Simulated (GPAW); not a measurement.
# GaP (F-43m): ε∞ against the local-field cutoff

The size of the dielectric matrix of GaP (F-43m) is raised step by step, on the same bands.

Cell: a, b, c = 3.854, 3.854, 3.854 Å (primitive vectors), 2 atoms.

Method: GPAW 26.7.0, PBE, RPA, k-mesh 11×11×11, Lorentzian half width 0.15 eV.

Launch of the response step: `OMP_NUM_THREADS=1 python df.py`. The series took 87 s in all, its band step included, on 1 thread of Arm Neoverse V1, with other jobs on the host.

| cutoff (eV) | time of the step (s) | ε∞ |
| --- | --- | --- |
| 40 | 5 | 9.8832 |
| 60 | 6 | 9.5747 |
| 100 | 8 | 9.4919 |
| 150 | 14 | ? |

The number of plane waves grows as cutoff^(3/2); a common extrapolation takes the result as linear in its inverse.

Working, on the rows shown:

| x = cutoff^(−3/2) (eV^−3/2) | y = ε∞ |
| --- | --- |
| 0.00395285 | 9.8832 |
| 0.00215166 | 9.5747 |
| 0.001 | 9.4919 |

Means: x̄ = 0.0023682, ȳ = 9.6499. Σ(x − x̄)(y − ȳ) = 0.0006022, Σ(x − x̄)² = 4.430e-06. Slope = 0.0006022 / 4.430e-06 = 135.9; intercept = ȳ − slope · x̄ = 9.328. The line misses the rows shown by at most 0.046.

Problem. Predict the last column of the withheld row from the fit.

Solution. At x = 0.00054433 the line gives y = 9.402. The run gave 9.4830, so the extrapolation is off by 0.081, 20 % of the range in the table. The law describes these rows poorly: it misses even the rows shown by over a tenth of the range.

Refitted with all rows, the slope is 119.9 and the intercept 9.3789. The line reaches 9.379 at infinite cutoff, 1.1 % from the last run, while the last two runs differ by 0.09 %. ε∞ moves in steps as shells of reciprocal vectors enter, so the limit is good only to about the larger of these. Excitons are left out; PBE gaps are as a rule too small. The values come from a sum over the points of one k-mesh and carry its error, which grows as the direct gap shrinks. Spin-orbit coupling is left out.
